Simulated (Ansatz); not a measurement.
## NaGeF3 (model cell, started as cubic perovskite with Ge in the octahedra): phonons and vibrational spectra

Aim: the vibrations of NaGeF3 (model cell, started as cubic perovskite with Ge in the octahedra), their spectra, and whether the structure is stable.

Method: DFT PBEsol, scalar-relativistic, plane waves, PAW; PAW set soft_1, in Ansatz 0.2.0.

The structure was built from a prototype and need not be the compound's stable phase.

### Step 1. The structure

Symmetry: Pm-3m, No. 221, cubic system. Conventional cell: a = 4.371 Å, b = 4.371 Å, c = 4.371 Å, α = 90.00°, β = 90.00°, γ = 90.00°. Nearest to Na lie 12 F at 3.09 Å. Nearest to Ge lie 6 F at 2.19 Å. F has 2 Ge at 2.19 Å nearest. Farther neighbours and most contacts between anions are not listed.

### Step 2. Bringing the structure to rest

The cell and atoms are relaxed, since residual forces and stress would shift the frequencies.

Contents of input.yaml:

```yaml
crystal:
  lattice:
    - [4.3708, 0.0, 0.0]
    - [0.0, 4.3708, 0.0]
    - [0.0, 0.0, 4.3708]
  atoms:
    - { symbol: Na, position: [0.0, 0.0, 0.0] }
    - { symbol: Ge, position: [0.5, 0.5, 0.5] }
    - { symbol: F, position: [0.5, 0.5, 0.0] }
    - { symbol: F, position: [0.5, 0.0, 0.5] }
    - { symbol: F, position: [0.0, 0.5, 0.5] }
kpoints:
  mp_grid: { grid: [6, 6, 6] }
hamiltonian:
  xc: pbesol
  pseudopotentials: { kind: paw, azcp: { folder: soft_1 }, xc_functional: pbe }
scf:
  occupations: { method: gaussian, width: 0.02 }
output:
  forces: true
  stress: true
  eigenvalues: true
  write_density: true
  write_potential: true
  elf: true
  volumetric_format: npy
relax:
  adjacent_minimum: "off"
  f_tol: 0.005
  max_steps: 80
  cell: { stress_tol: 0.05 }
```

The run is started by

```bash
$ ansatz run input.yaml --threads 8 --pin off --max-ram 16384MiB --backend cpu --events-out ev --progress --plain --runs-dir out
```

Numbers of over 12 decimals in the logs are rounded to 6 here.

What it wrote:

```text
Engine: ansatz 0.2.0, aarch64-unknown-linux-gnu
Pseudopotentials: kind: paw
Pseudopotential: Na, paw, valence charge 9, recommended cutoff 420 eV (normal), soft_1/Na.paw.azcp
Pseudopotential: Ge, paw, valence charge 14, recommended cutoff 420 eV (normal), soft_1/Ge.paw.azcp
Pseudopotential: F, paw, valence charge 7, recommended cutoff 420 eV (normal), soft_1/F.paw.azcp
Functional definition: PBEsol
  exchange = pbesol_x
  correlation = pbesol_c
Crystal: 5 atoms, lattice volume = 83.499 Å³
Basis set: ecut = 420 eV, 1647 PW (Γ), exchange–correlation on 60×60×60 points (8 copies of the dense FFT grid, shifted against one another)
Bands: 27, of which v1, the nominal top of the filled ones, is band 22 counted from 1 (21 counted from 0)
Symmetry: 48 space group operations
Space group: Pm-3m (ITA 221), of the structure as read, at distance tolerance 4.4e-5 Å
k-points: 20 of 216
Non-local potential: Na, projectors of the file, l = 0: 3, l = 1: 2, l = 2: 1
Non-local potential: Ge, projectors of the file, l = 0: 2, l = 1: 2, l = 2: 3, l = 3: 1
Non-local potential: F, projectors of the file, l = 0: 2, l = 1: 2, l = 2: 1
PAW form: soft (Blöchl's): semilocal exchange-correlation on the pseudo side does not see the compensation charge
PAW frozen core: Na, regenerated for the run's functional, and the local potential with it (the file was generated under x = pbe(κ = 0.804, μ = 0.219515), c = pbe(β = 0.066725))
PAW frozen core: Ge, regenerated for the run's functional, and the local potential with it (the file was generated under x = pbe(κ = 0.804, μ = 0.219515), c = pbe(β = 0.066725))
PAW frozen core: F, regenerated for the run's functional, and the local potential with it (the file was generated under x = pbe(κ = 0.804, μ = 0.219515), c = pbe(β = 0.066725))
PAW one-centre angular grid: Na, 110 points (default); XC on 64 Gauss nodes
PAW one-centre angular grid: Ge, 590 points (default); XC on 64 Gauss nodes
PAW one-centre angular grid: F, 110 points (default); XC on 64 Gauss nodes
Initial density: superposition of atomic densities (chi_scale 0.1, normalization cell, long waves kept (reshape's long-wave potential 0.03 eV rms))
Initial wavefunctions: pseudopotential atomic-orbital guess
Functional: x = pbesol(κ = 0.804, μ = 0.123457), c = pbesol(β = 0.046)
SCF iter   1: F=—  HF=-8137.931633 eV  |F-HF|=—  |Δ(HF+E_count)|=         —  Δρ=1.53e-1  dr2=1.52e1  ethr=3.10e-3  ⟨swp⟩=5.7  Hψ=2201  notcnv=0
preconditioner: auto → Resta (q_TF=auto, 2.452 Å⁻¹)  ε∞=5.8  [insulator: Δε(μ)=0.339 eV  Ē_g=8.276 eV  σ=0.020 eV  W_gap=1.00  n_scr=18 (ndim 8)  ℏωp=18.2 eV  f_vac=0.077  D(μ)=0.00/eV (n_scr^D=0)  ε∞_Penn≈5.8]
SCF iter   2: F=—  HF=-8133.690153 eV  |F-HF|=—  |Δ(HF+E_count)|=    4.24e0  Δρ=5.65e-2  dr2=1.82e0  ethr=3.10e-3  ⟨swp⟩=3.1  Hψ=1305  notcnv=0  defer=19
SCF iter   3: F=—  HF=-8133.196519 eV  |F-HF|=—  |Δ(HF+E_count)|=   4.94e-1  Δρ=2.31e-2  dr2=5.48e-1  ethr=3.10e-3  ⟨swp⟩=2.5  Hψ=1074  notcnv=0  defer=20
SCF iter   4: F=—  HF=-8133.011305 eV  |F-HF|=—  |Δ(HF+E_count)|=   1.85e-1  Δρ=7.30e-3  dr2=7.32e-2  ethr=1.25e-3  ⟨swp⟩=3.6  Hψ=980  notcnv=0  defer=20
SCF iter   5: F=—  HF=-8132.991017 eV  |F-HF|=—  |Δ(HF+E_count)|=   2.03e-2  Δρ=2.27e-3  dr2=4.79e-3  ethr=1.66e-4  ⟨swp⟩=3.0  Hψ=1082  notcnv=0  defer=20
SCF iter   6: F=—  HF=-8132.991962 eV  |F-HF|=—  |Δ(HF+E_count)|=   9.45e-4  Δρ=8.36e-4  dr2=4.98e-4  ethr=1.09e-5  ⟨swp⟩=2.4  Hψ=1012  notcnv=0  defer=20
SCF iter   7: F=—  HF=-8132.992051 eV  |F-HF|=—  |Δ(HF+E_count)|=   8.87e-5  Δρ=2.40e-4  dr2=4.90e-5  ethr=1.13e-6  ⟨swp⟩=2.0  Hψ=960  notcnv=0  defer=20
SCF iter   8: F=—  HF=-8132.992110 eV  |F-HF|=—  |Δ(HF+E_count)|=   5.94e-5  Δρ=7.94e-5  dr2=4.69e-6  ethr=1.11e-7  ⟨swp⟩=2.0  Hψ=958  notcnv=0  defer=20
SCF iter   9: F=—  HF=-8132.992083 eV  |F-HF|=—  |Δ(HF+E_count)|=   2.73e-5  Δρ=2.03e-5  dr2=4.15e-7  ethr=1.07e-8  ⟨swp⟩=2.0  Hψ=907  notcnv=0  defer=20
SCF iter  10: F=-8132.992083 eV  HF=-8132.992083 eV  |F-HF|=4.02e-9  |Δ(HF+E_count)|=   8.02e-7  Δρ=3.80e-6  dr2=1.34e-8  ethr=2.27e-10  ⟨swp⟩=15.2  Hψ=4199  notcnv=0
SCF 1 converged in 10 iterations: F = -8132.992083 eV  dr2 = 1.34e-8
  greatest PAW one-centre occupation: 0.999 electrons in one spin orbital (limit 2), on the Na atom at site 0 (counted from 0), in its partial waves of l = 0
relax step   1: F+E_penalty+E_count = -8132.99208349 eV  Δ(F+E_penalty+E_count) = +0.000e0 eV  max|allowed force component| = 2.871e-29 eV/Å  Δτ_max = 0.0000 Å  P = -1.109 GPa  Ω = 83.499 Å³  (10 SCF iters, dr2 threshold 1.00e-7 eV, accepted)
Crystal: 5 atoms, lattice volume = 82.300 Å³
Basis set: ecut = 420 eV, 1575 PW (Γ), exchange–correlation on 60×60×60 points (8 copies of the dense FFT grid, shifted against one another)
Initial density: handed on by an earlier stage of this run
Initial wavefunctions: those handed on with the density
iter 1 solved again at ethr=5.30e-6 eV; its pass at ethr=3.10e-3 eV (dr2=2.33e-3 eV) is discarded
SCF iter   1: F=—  HF=-8133.000499 eV  |F-HF|=—  |Δ(HF+E_count)|=         —  Δρ=1.40e-3  dr2=2.27e-3  ethr=5.30e-6  ⟨swp⟩=1.1  Hψ=2661  notcnv=0
preconditioner: auto → Resta (q_TF=auto, 2.458 Å⁻¹)  ε∞=2.7  [insulator: Δε(μ)=1.341 eV  Ē_g=20.289 eV  σ=0.020 eV  W_gap=1.00  n_scr=18 (ndim 8)  ℏωp=26.5 eV  f_vac=0.255  D(μ)=0.00/eV (n_scr^D=0)  ε∞_Penn≈2.7]
SCF iter   2: F=—  HF=-8132.999741 eV  |F-HF|=—  |Δ(HF+E_count)|=   7.57e-4  Δρ=8.56e-4  dr2=3.84e-4  ethr=5.17e-6  ⟨swp⟩=3.0  Hψ=1056  notcnv=0
SCF iter   3: F=—  HF=-8132.999529 eV  |F-HF|=—  |Δ(HF+E_count)|=   2.12e-4  Δρ=3.08e-4  dr2=1.16e-4  ethr=8.72e-7  ⟨swp⟩=2.1  Hψ=721  notcnv=0
SCF iter   4: F=—  HF=-8132.999476 eV  |F-HF|=—  |Δ(HF+E_count)|=   5.34e-5  Δρ=5.59e-5  dr2=3.22e-6  ethr=2.65e-7  ⟨swp⟩=2.0  Hψ=752  notcnv=0
SCF iter   5: F=—  HF=-8132.999477 eV  |F-HF|=—  |Δ(HF+E_count)|=   1.12e-6  Δρ=2.99e-5  dr2=5.10e-7  ethr=1.14e-9  ⟨swp⟩=10.1  Hψ=4140  notcnv=0
SCF iter   6: F=-8132.999477 eV  HF=-8132.999477 eV  |F-HF|=6.57e-9  |Δ(HF+E_count)|=   2.78e-7  Δρ=7.82e-6  dr2=3.77e-8  ethr=1.14e-9  ⟨swp⟩=9.0  Hψ=3793  notcnv=0
SCF 2 converged in 6 iterations: F = -8132.999477 eV  dr2 = 3.77e-8
relax step   2: F+E_penalty+E_count = -8132.99947741 eV  Δ(F+E_penalty+E_count) = -7.394e-3 eV  max|allowed force component| = 4.696e-29 eV/Å  Δτ_max = 0.0000 Å  P = -0.285 GPa  Ω = 82.300 Å³  energy of the carried Pulay correction = +2.138e-3 eV  (6 SCF iters, dr2 threshold 5.00e-7 eV, accepted)
Crystal: 5 atoms, lattice volume = 81.892 Å³
iter 1 solved again at ethr=5.22e-7 eV; its pass at ethr=3.10e-3 eV (dr2=2.30e-4 eV) is discarded
SCF iter   1: F=—  HF=-8133.000752 eV  |F-HF|=—  |Δ(HF+E_count)|=         —  Δρ=4.77e-4  dr2=2.65e-4  ethr=5.22e-7  ⟨swp⟩=2.0  Hψ=2619  notcnv=0
preconditioner: auto → Resta (q_TF=auto, 2.460 Å⁻¹)  ε∞=2.7  [insulator: Δε(μ)=1.309 eV  Ē_g=20.311 eV  σ=0.020 eV  W_gap=1.00  n_scr=18 (ndim 8)  ℏωp=26.6 eV  f_vac=0.254  D(μ)=0.00/eV (n_scr^D=0)  ε∞_Penn≈2.7]
SCF iter   2: F=—  HF=-8133.000666 eV  |F-HF|=—  |Δ(HF+E_count)|=   8.69e-5  Δρ=2.92e-4  dr2=4.54e-5  ethr=5.22e-7  ⟨swp⟩=2.0  Hψ=860  notcnv=0
SCF iter   3: F=—  HF=-8133.000572 eV  |F-HF|=—  |Δ(HF+E_count)|=   9.37e-5  Δρ=1.05e-4  dr2=1.41e-5  ethr=1.03e-7  ⟨swp⟩=2.5  Hψ=851  notcnv=0
SCF iter   4: F=—  HF=-8133.000566 eV  |F-HF|=—  |Δ(HF+E_count)|=   6.26e-6  Δρ=2.10e-5  dr2=4.08e-7  ethr=3.20e-8  ⟨swp⟩=2.0  Hψ=752  notcnv=0
SCF iter   5: F=-8133.000566 eV  HF=-8133.000566 eV  |F-HF|=4.27e-10  |Δ(HF+E_count)|=   1.64e-7  Δρ=1.05e-5  dr2=5.55e-8  ethr=4.63e-10  ⟨swp⟩=8.9  Hψ=3819  notcnv=0
SCF 3 converged in 5 iterations: F = -8133.000566 eV  dr2 = 5.55e-8
relax step   3: F+E_penalty+E_count = -8133.00056574 eV  Δ(F+E_penalty+E_count) = -1.088e-3 eV  max|allowed force component| = 1.048e-29 eV/Å  Δτ_max = 0.0000 Å  P = +0.008 GPa  Ω = 81.892 Å³  energy of the carried Pulay correction = +2.871e-3 eV  (5 SCF iters, dr2 threshold 2.04e-7 eV, accepted)
[...]
relax step   4: F+E_penalty+E_count = -8132.99830355 eV  Δ(F+E_penalty+E_count) = +2.262e-3 eV  max|allowed force component| = 1.120e-29 eV/Å  Δτ_max = 0.0000 Å  P = -0.061 GPa  Ω = 81.892 Å³  stress off target by 6.05e-2 GPa  SCF on the basis re-selected at this cell (its energy is not comparable with the rows above)  (6 SCF iters)
[...]
relax step   5: F+E_penalty+E_count = -8132.99846669 eV  Δ(F+E_penalty+E_count) = -1.631e-4 eV  max|allowed force component| = 4.825e-30 eV/Å  Δτ_max = 0.0000 Å  P = -0.001 GPa  Ω = 81.808 Å³  energy of the carried Pulay correction = +1.471e-4 eV  (5 SCF iters, dr2 threshold 9.17e-9 eV, accepted)
iter 1 solved again at ethr=1.94e-7 eV; its pass at ethr=3.10e-3 eV (dr2=8.51e-5 eV) is discarded
SCF iter   1: F=—  HF=-8132.998550 eV  |F-HF|=—  |Δ(HF+E_count)|=         —  Δρ=4.69e-6  dr2=9.49e-9  ethr=1.94e-7  ⟨swp⟩=3.0  Hψ=3514  notcnv=0
eigensolver tolerance schedule: the retry pair's looser diagonalisation over-reported the residual by 8975.37 of it (diagonalisation noise at 1.27 of the residual, at the tolerance the schedule requests for it); recorded, not acted on — ethr = c·dr2/N_el stays at c = 1.0e-1
preconditioner: auto → Resta (q_TF=auto, 2.460 Å⁻¹)  ε∞=2.7  [insulator: Δε(μ)=1.305 eV  Ē_g=20.313 eV  σ=0.020 eV  W_gap=1.00  n_scr=18 (ndim 8)  ℏωp=26.6 eV  f_vac=0.254  D(μ)=0.00/eV (n_scr^D=0)  ε∞_Penn≈2.7]
SCF iter   2: F=—  HF=-8132.998467 eV  |F-HF|=—  |Δ(HF+E_count)|=   8.29e-5  Δρ=3.48e-6  dr2=6.10e-9  ethr=2.16e-11  ⟨swp⟩=3.4  Hψ=1419  notcnv=0
SCF iter   3: F=—  HF=-8132.998467 eV  |F-HF|=—  |Δ(HF+E_count)|=   1.46e-9  Δρ=1.36e-6  dr2=1.17e-9  ethr=1.39e-11  ⟨swp⟩=2.0  Hψ=887  notcnv=0
SCF iter   4: F=—  HF=-8132.998467 eV  |F-HF|=—  |Δ(HF+E_count)|=  2.36e-10  Δρ=3.73e-7  dr2=1.41e-10  ethr=2.67e-12  ⟨swp⟩=2.0  Hψ=907  notcnv=0
SCF iter   5: F=-8132.998467 eV  HF=-8132.998467 eV  |F-HF|=3.09e-11  |Δ(HF+E_count)|=  1.68e-10  Δρ=2.72e-7  dr2=3.79e-11  ethr=1.00e-12  ⟨swp⟩=6.0  Hψ=2398  notcnv=0
SCF 6 converged in 5 iterations: F = -8132.998467 eV  dr2 = 3.79e-11
relax step   6: F+E_penalty+E_count = -8132.99846669 eV  Δ(F+E_penalty+E_count) = -1.240e-9 eV  max|allowed force component| = 6.048e-30 eV/Å  Δτ_max = 0.0000 Å  P = -0.002 GPa  Ω = 81.808 Å³  stress off target by 2.37e-3 GPa  SCF on the basis re-selected at this cell (its energy is not comparable with the rows above)  (5 SCF iters)
basis re-selected at this cell: Δ(F+E_penalty+E_count) = -1.240e-9 eV, ΔP = -0.002 GPa vs the last step (what re-selecting the basis moved, of the pressure what is left beyond the Pulay correction that the steps carried, after the strain that the cell walked since its last selection, with what the two solves' SCF thresholds leave and, on support functions, any second-order correction that the steps lacked; it is no m [...]
SCF converged after 5 iterations
Free energy (F): -8132.998467 eV
Harris-Foulkes:  -8132.998467 eV  (|F-HF|=3.09e-11)
Internal energy: -8132.998467 eV  (E = F + TS)
E sigma→0 (E₀):  -8132.998467 eV
Fermi energy:    6.031525 eV
--- Per-component energies (eV) ---
  E_band       = -550.833693
  E_kinetic    = 794.286431
  E_local      = -5761.535549  (includes V_loc(G=0)·N_el)
  E_nonlocal   = 751.831814
  E_hartree    = 2329.305093
  E_xc         = -336.156870
  E_vxc        = -406.717777  (∫ρ·V_xc dr)
  E_paw        = -2838.636821  (= ΣΔE_a)
  E_vpaw       = -587.310869  (= ΣTr[D̂ρ^β])
  E_aug_tail   = 0.002179  (compensation charges beyond the density's cutoff)
  E_ewald      = -3073.194704
  E_core_change = 1.099960  (= ΣΔE_core)
  E_smearing   = -0.000000  (= −TS)
  E_closure    = 0.000000  (closes the sum)
  Σ components = -8132.998467   (vs F -8132.998467, Δ=0.00e0)
--- Forces (eV/Å), atoms counted from 1 ---
  atom   1  Na     0.00000000    -0.00000000    -0.00000000
  atom   2  Ge     0.00000000    -0.00000000     0.00000000
  atom   3  F     -0.00000000     0.00000000     0.00000000
  atom   4  F      0.00000000    -0.00000000    -0.00000000
  atom   5  F      0.00000000     0.00000000     0.00000000
  max |Σ_I F_I| component: 1.45e-29 eV/Å
--- Stress (GPa, compression-positive) ---
       -0.002369       0.000000       0.000000
        0.000000      -0.002369       0.000000
        0.000000       0.000000      -0.002369
  P = ⅓ Tr σ = -0.0024 GPa (-0.024 kbar)
--- Band table (eV; the first three rows and the last of 20) ---
  k-point 0: bands = [... 18 lower, -0.1879, -0.1806, -0.1806, -0.1806, 6.6837, 10.8533, 10.8533, 10.8533, ... 1 higher]
  k-point 1: bands = [... 18 lower, -0.2090, -0.1830, -0.1830, 0.4203, 6.9116, 10.1176, 10.8059, 10.8059, ... 1 higher]
  k-point 2: bands = [... 18 lower, -0.2633, -0.1803, -0.1803, 1.7041, 7.2132, 9.3460, 10.7067, 10.7067, ... 1 higher]
  k-point 19: bands = [... 18 lower, 0.2436, 0.2436, 0.2436, 5.3794, 7.1670, 7.1670, 7.1670, 9.2855, ... 1 higher]
--- Relaxed structure (4 steps of the walk, 4 accepted, 2 SCFs on fresh bases) ---
  F+E_penalty+E_count = -8132.99846669 eV   max|allowed force component| = 6.048e-30 eV/Å   (the final SCF, on the basis selected at the relaxed cell)
  cell:  # Å, volume = 81.8082 Å³
    - [4.341091, 0, 0]
    - [0, 4.341091, 0.0]
    - [0, 0.0, 4.341091]
  atoms:
    - { symbol: Na, position: [0, 0, 0] }
    - { symbol: Ge, position: [0.5, 0.5, 0.5] }
    - { symbol: F, position: [0.5, 0.5, 0] }
    - { symbol: F, position: [0.5, 0, 0.5] }
    - { symbol: F, position: [0, 0.5, 0.5] }
```

The job ended after 3.5 s (8 threads of Arm Neoverse V1, shared host; peak memory 0.45 GiB).

Step by step:

| step | energy less that of the first step (eV) | largest force component (eV/Å) | pressure (GPa) | volume (Å³) |
| --- | --- | --- | --- | --- |
| 1 | 0.0000 | 0.0000 | -1.11 | 83.50 |
| 2 | -0.0074 | 0.0000 | -0.29 | 82.30 |
| 3 | -0.0085 | 0.0000 | 0.01 | 81.89 |
| 4* | -0.0062 | 0.0000 | -0.06 | 81.89 |
| 5 | -0.0064 | 0.0000 | 0.00 | 81.81 |
| 6* | -0.0064 | 0.0000 | 0.00 | 81.81 |

Relaxation steps marked * repeat the geometry before them on a plane-wave basis chosen anew for their cell, so energy and pressure can jump there.

Forces are held to the 48 operations that the run works with; a distortion that breaks them can't arise in this run.

| conventional cell, symmetrised | before | after | change |
| --- | --- | --- | --- |
| a (Å) | 4.371 | 4.341 | -0.7 % |
| b (Å) | 4.371 | 4.341 | -0.7 % |
| c (Å) | 4.371 | 4.341 | -0.7 % |
| volume (Å³/atom) | 16.70 | 16.36 | -2.0 % |

Numbers from this step:

| Property | Result |
| --- | --- |
| pressure | -0.002369 GPa |
| gap on the k-mesh | 1.304 eV |
| volume per atom | 16.36 Å³ |
| direct gap on mesh | 1.788 eV |

Electrostatic potential energy in the ac plane at fractional y = 0.500, with atoms of Ge and F within 0.2 Å of it. With pseudopotentials it is smooth inside the atoms' cores, unlike the true potential.

Values in eV, 14 rows by 14 columns, each cell a mean:
```
  8   8   8   8   7 -14 -35 -39 -30  -3   8   8   8   8
  8   8   8   8   8   1 -15 -21 -10   5   8   8   8   8
  8   8   8   8   7   5   3   2   4   6   7   8   8   8
  8   8   8   7   4   0  -4  -6  -3   2   5   7   8   8
 -7   0   7   5   0 -11 -17 -18 -16  -7   2   6   5  -3
-35 -25  -1   2  -8 -18 -17 -16 -18 -16  -3   4 -10 -30
-41 -36  -9   1 -11 -18 -15 -15 -16 -18  -6   2 -21 -39
-39 -30  -5   2  -9 -18 -16 -15 -17 -17  -4   3 -15 -35
-20  -9   5   4  -3 -15 -18 -18 -18 -11   0   5   1 -14
  7   8   7   6   3  -3  -9 -11  -8   0   4   7   8   7
  8   8   8   7   6   4   2   1   2   5   7   8   8   8
  8   8   8   8   7   5  -5  -9  -1   7   8   8   8   8
  8   8   8   8   8  -9 -30 -36 -25   0   8   8   8   8
  8   8   8   8   7 -20 -39 -41 -35  -7   8   8   8   8
```
Columns run along a (4.3 Å; values clipped at the 3rd and 97th percentile), rows up along c (4.3 Å). Atoms in or near the plane, at fractional coordinates: Ge at (0.50, 0.50), F at (0.50, 0.00), F at (0.00, 0.50).

ELF in the ac plane at fractional y = 0.500, with atoms of Ge and F within 0.2 Å of it. It is the smooth field of the valence electrons, not physical close to the nuclei.

Ten even steps from '0' (0.01) to '9' (0.80), each cell a mean:
```
00037998996200
00014899973000
21001345421002
75201333321136
98523555552279
99734544453499
69834448453598
89834544453499
99624554553389
86312444431147
42001233320013
00003688752000
00026999985100
00048986997200
```
Columns run along a (4.3 Å), rows up along c (4.3 Å). Atoms in or near the plane, at fractional coordinates: Ge at (0.50, 0.50), F at (0.50, 0.00), F at (0.00, 0.50).

Valence density in the ac plane at fractional y = 0.500, with atoms of Ge and F within 0.2 Å of it. It is the smooth field of the valence electrons, not physical close to the nuclei.

Values in e/Å³, 14 rows by 14 columns, each cell a mean:
```
 0  0  0  0  0  2  6  9  5  1  0  0  0  0
 0  0  0  0  0  1  2  3  2  1  0  0  0  0
 0  0  0  0  0  0  1  1  0  0  0  0  0  0
 0  0  0  0  0  0  0  0  0  0  0  0  0  0
 1  1  0  0  0  1  1  2  1  0  0  0  1  1
 7  4  1  0  0  2  9 15  6  1  0  0  2  5
13  7  1  0  1  4 22 38 15  2  0  1  3  9
 9  5  1  0  0  3 13 22  9  1  0  1  2  6
 3  2  1  0  0  1  3  4  2  1  0  0  1  2
 0  0  0  0  0  0  0  1  0  0  0  0  0  0
 0  0  0  0  0  0  0  0  0  0  0  0  0  0
 0  0  0  0  0  1  1  1  1  0  0  0  0  0
 0  0  0  0  0  2  5  7  4  1  0  0  0  0
 0  0  0  0  0  3  9 13  7  1  0  0  0  0
```
Columns run along a (4.3 Å), rows up along c (4.3 Å). Atoms in or near the plane, at fractional coordinates: Ge at (0.50, 0.50), F at (0.50, 0.00), F at (0.00, 0.50).

In this step the volume went from 16.70 to 16.36 Å³/atom.

### Step 3. Relaxing to small forces for the phonons, k-mesh 8×8×8

Phonons need a cell at rest on their own settings, so the relaxation is repeated with tight tolerances on forces and stress on the k mesh and occupations of the first response run.

Contents of input.yaml:

```yaml
crystal:
  lattice:
    - [4.3410907473, 0.0, 0.0]
    - [0.0, 4.3410907473, 0.0]
    - [0.0, 0.0, 4.3410907473]
  atoms:
    - { symbol: Na, position: [0.0, 0.0, 0.0] }
    - { symbol: Ge, position: [0.5, 0.5, 0.5] }
    - { symbol: F, position: [0.5, 0.5, 0.0] }
    - { symbol: F, position: [0.5, 0.0, 0.5] }
    - { symbol: F, position: [0.0, 0.5, 0.5] }
kpoints:
  mp_grid: { grid: [8, 8, 8] }
hamiltonian:
  xc: pbesol
  pseudopotentials: { kind: paw, azcp: { folder: soft_1 }, xc_functional: pbe }
scf:
  occupations: { method: fixed }
output:
  forces: true
  stress: true
  eigenvalues: true
relax:
  adjacent_minimum: "off"
  f_tol: 0.001
  max_steps: 60
  cell: { stress_tol: 0.01 }
```

What it wrote:

```text
[...]
Crystal: 5 atoms, lattice volume = 81.808 Å³
Basis set: ecut = 420 eV, 1575 PW (Γ), exchange–correlation on 60×60×60 points (8 copies of the dense FFT grid, shifted against one another)
Bands: 27, of which v1, the nominal top of the filled ones, is band 22 counted from 1 (21 counted from 0)
Symmetry: 48 space group operations
[...]
k-points: 35 of 512
[...]
--- Relaxed structure (2 steps of the walk, 2 accepted, 1 SCFs on fresh bases) ---
[...]
cell:  # Å, volume = 81.7868 Å³
    - [4.340714, 0, 0]
    - [0, 4.340714, 0.0]
    - [0, 0.0, 4.340714]
  atoms:
    - { symbol: Na, position: [0, 0, 0] }
    - { symbol: Ge, position: [0.5, 0.5, 0.5] }
    - { symbol: F, position: [0.5, 0.5, 0] }
    - { symbol: F, position: [0.5, 0, 0.5] }
    - { symbol: F, position: [0, 0.5, 0.5] }
[key lines of the parts left out:]
SCF converged after 6 iterations
Free energy (F): -8133.000008 eV
Fermi energy:    5.382869 eV
P = ⅓ Tr σ = -0.0064 GPa (-0.064 kbar)
```

Run time: 2.5 s. Hardware: 8 threads; peak memory 0.48 GiB.

Little changed from the start: no atom moved by 0.005 Å and no cell edge by 0.1 %.

Numbers from this step:

| Item | Value |
| --- | --- |
| pressure | -0.006409 GPa |
| gap on the k-mesh | 1.303 eV |
| direct gap on mesh | 1.787 eV |

The forces vanish by symmetry and the pressure is -0.006 GPa, within the tolerances set. The cell now holds 16.36 Å³/atom.

[end of part 1 of 3]

[Logs are printed without paths, hosts, clocks, repeated set-up lines and the standing remarks that a program may print on its own settings, such as how far it seeks lower states.]

[Hosts, paths, dates, database ids (printed as entryN), source tags and the programs' standing remarks are cut or masked in the printed files.]
